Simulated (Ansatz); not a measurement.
# Where H_O puts its levels in the gap of K2MoO4 (C2/m), part 2 of 2

Wanted: the transition levels of a hydrogen on a lattice site in K2MoO4 (C2/m), from a cell of 56 host atoms with 1 O taken out and 1 H put in.

Ansatz; place-levels on PBEsol runs: charge-transition levels and formation energies with image-charge correction and potential alignment at the atomic sites.

So far: Set-up; Charge states; Placing the levels, PBEsol.

## Step 3: Placing the levels, PBEsol (continued)

Levels between the charges placed, in eV above the valence top:

|  | gap (eV) | (+2/+1) | (+1/0) | (0/−1) |
| --- | --- | --- | --- | --- |
| PBEsol | 4.33 | 0.00 | 3.00 | 4.38 |

Corrections by state:

| charge | moment (μB) | image terms and alignment (eV) | band filling (eV) | ε used | over the lowest of its charge, as the program ranks them, band filling apart (eV) |
| --- | --- | --- | --- | --- | --- |
| +2 | 1.0 | 0.524 | -0.458 | principal values (5.40, 6.49, 13.84) | 0.000 |
| +1 | 0.0 | 0.193 | - | principal values (5.40, 6.49, 13.84) | 0.000 |
| 0 | 1.0 | 0.000 | - | - | 0.000 |
| −1 | 0.0 | 0.342 | - | principal values (5.40, 6.49, 13.84) | 0.000 |
| −1 | 2.0 | 0.276 | - | principal values (5.40, 6.49, 13.84) | 0.079 |

The charged structures listed were also run neutral, and place-levels reads from each pair, by the potential or the spins, how wide the charge is by which they differ; that can be the carrier of either run.

| charge | rms radius (Å) | spread where it is widest against the cell (Å) | wide from (Å) | reading |
| --- | --- | --- | --- | --- |
| +2 | 4.0 | 2.60 | 1.62 | wide |
| +1 | 2.4 | 1.40 | 1.32 | wide |
| −1 | 1.5 | 0.88 | 1.32 | narrow |

The neutral runs of these pairs need not share the spin of the lowest neutral state, and very wide values only mean spread over the cell.

From the program's caveats on the states, each cut to its opening words:

- charge +2 (1 μB): it parts from the run at its places by a charge that spreads by about 2.6 Å along one vector (1.6 Å or more is wide), by its potential at epsilon [2.71, 2.75, [...]
- charge +2 (1 μB): a band-filling correction moves a carrier to the host's band edge, which changes its energy by -0.458 eV
- charge +2 (1 μB): its alignment with the host at atomic sites is doubtful: the mean over the far sites moves by +0.1057 eV from their farther parts to their nearer, more than [...]
- charge +2 (1 μB): its displacements don't fall off away from the defect: farther atoms stand 0.07 Å off the host's places
- charge +1: it parts from the run at its places by a charge that spreads by about 1.4 Å along one vector (1.3 Å or more is wide), by its potential at epsilon [2.71, 2.75, [...]
- charge +1: its displacements don't fall off away from the defect: farther atoms stand 0.032 Å off the host's places
- charge 0 (1 μB): its displacements don't fall off away from the defect: farther atoms stand 0.051 Å off the host's places
- charge −1: the far atoms show a dipole or second moment of the defect's charge, for which the correction takes or leaves out 0.056 eV: further moments aren't read, and [...]
- charge −1: its displacements don't fall off away from the defect: farther atoms stand 0.031 Å off the host's places
- charge −1 (2 μB): it parts from the run at its places by a charge that spreads by about 1.5 Å along one vector (1.3 Å or more is wide), by its potential at epsilon [2.71, 2.75, [...]
- charge −1 (2 μB): its displacements don't fall off away from the defect: farther atoms stand 0.08 Å off the host's places

Chemical potentials of the elements' reference phases, run alike. Formation energy by charge state (elemental references; gap 4.33 eV):

| charge | at valence top (eV) | at conduction bottom (eV) | correction included (eV) |
| --- | --- | --- | --- |
| +2 | 1.70 | 10.35 | 0.07 |
| +1 | 1.70 | 6.02 | 0.19 |
| 0 | 4.70 | 4.70 | 0.00 |
| −1 | 9.08 | 4.75 | 0.34 |

| Fermi level (eV) | lowest formation energy (eV) |
| --- | --- |
| 0.00 | 1.70 |
| 0.39 | 2.09 |
| 0.79 | 2.48 |
| 1.18 | 2.87 |
| 1.57 | 3.27 |
| 1.97 | 3.66 |
| 2.36 | 4.06 |
| 2.76 | 4.45 |
| 3.15 | 4.70 |
| 3.54 | 4.70 |
| 3.93 | 4.70 |
| 4.33 | 4.70 |

## Step 4: Another choice

A choice is tested by changing it alone.

levels.try0.yaml is levels.point.yaml with these lines changed:

```diff
-epsilon: [2.71, 2.75, 2.72]
-static_epsilon:
-  - [6.43, 0.0, -0.24]
-  - [0.0, 13.84, 0.0]
-  - [-0.24, 0.0, 5.46]
+epsilon: 500.0
+static_epsilon: 500.0
```

The run is started by

```sh
$ ansatz place-levels levels.try0.yaml -- --threads 4 --pin off --max-ram 7536MiB
```

The program printed:

```text
(+2/+1) 0.011 eV above the valence edge, 4.317 eV under the conduction edge
(+1/0) 3.157 eV above the valence edge, 1.171 eV under the conduction edge
(0/-1) 4.230 eV above the valence edge, 0.098 eV under the conduction edge
formation energy of charge +2: +1.528 eV with the Fermi level at the valence edge
formation energy of charge +1: +1.539 eV with the Fermi level at the valence edge
formation energy of charge 0: +4.696 eV with the Fermi level at the valence edge
formation energy of charge -1: +8.926 eV with the Fermi level at the valence edge
vertical -1 to 0: no energy, since no alignment is typed
vertical +1 to 0: no energy, since no alignment is typed
vertical +2 to 0: no energy, since no alignment is typed
vertical -1 to 0: no energy, since no alignment is typed
[...]
[... the lines on each state left out ...]
```

The change: a very large dielectric constant, which removes the point-charge term and changes the alignment.

Levels in eV above the valence top; the changed ones are not the defect's:

|  | gap (eV) | (+2/+1) | (+1/0) | (0/−1) |
| --- | --- | --- | --- | --- |
| changed | 4.33 | 0.01 | 3.16 | 4.23 |
| as set up | 4.33 | 0.00 | 3.00 | 4.38 |

The largest shift is 0.16 eV, band-filling terms included.

## Step 5: Outcome

```yaml
gap_of_the_host: 4.33 eV (PBEsol)
level_plus_2_plus_1: 0.00 eV above the valence top (-0.46 eV above the valence top without the band-filling term)
level_plus_1_over_0: 3.00 eV above the valence top
level_0_minus_1: 4.38 eV above the valence top, past the conduction bottom
lowest_of_the_charges_placed_just_above_the_valence_top_0p02_ev: +1
lowest_of_the_charges_placed_just_below_the_conduction_bottom_0p02_ev: 0
lowest_formation_energy_at_mid_gap_of_the_charges_run_elemental_references: 3.86 eV
```

Of the charges placed (−1, 0, +1 and +2), the lowest changes at 3.00 eV (+1/0) above the valence top, in a gap of 4.33 eV. (0/−1) lies 0.06 eV from a band edge, less than the doubt on such levels. States placed: +2 at 1 μB; +1 at 0 μB; 0 at 1 μB; −1 at 0 μB and 2 μB. Other spin states or structures, where not listed, weren't placed. The program finds carriers beyond a band edge of the host and adds a band-filling term at charge +2 (-0.46 eV); steps to such a charge show no bound level, and a defect level inside a band would be read the same way. At charge −1 the atom put in ends up to 1.0 Å from its starting place, so the name tells the start alone and the levels can join different sites. H is taken at its element; compounds, which aren't counted here, bound the chemical potentials and would shift these formation energies. The program doubts the alignment of potentials for at least one state, a sign that the cell is small. What this leaves open: PBEsol makes the gap too small and tends to spread out bound carriers; where a gas molecule sets a chemical potential or the host's formation energy, its binding is uncorrected; force components of up to 0.10 eV/Å remain in a run at the final settings.

[Logs are printed without paths, hosts, clocks, repeated set-up lines and the standing remarks that a program may print on its own settings, such as how far it seeks lower states.]

[Hosts, paths, dates, database ids (printed as entryN), source tags and the programs' standing remarks are cut or masked in the printed files.]

[Where a table of states has a column of steps, it counts the stored structures, which are thinned; the runs took as many ionic steps or more.]

[A defect's name tells the site on which it was built; relaxed atoms can leave that site.]

[For some hosts the program warned that the k-mesh of the response run may be too coarse for force constants and the static dielectric constant; such warnings are not shown here.]
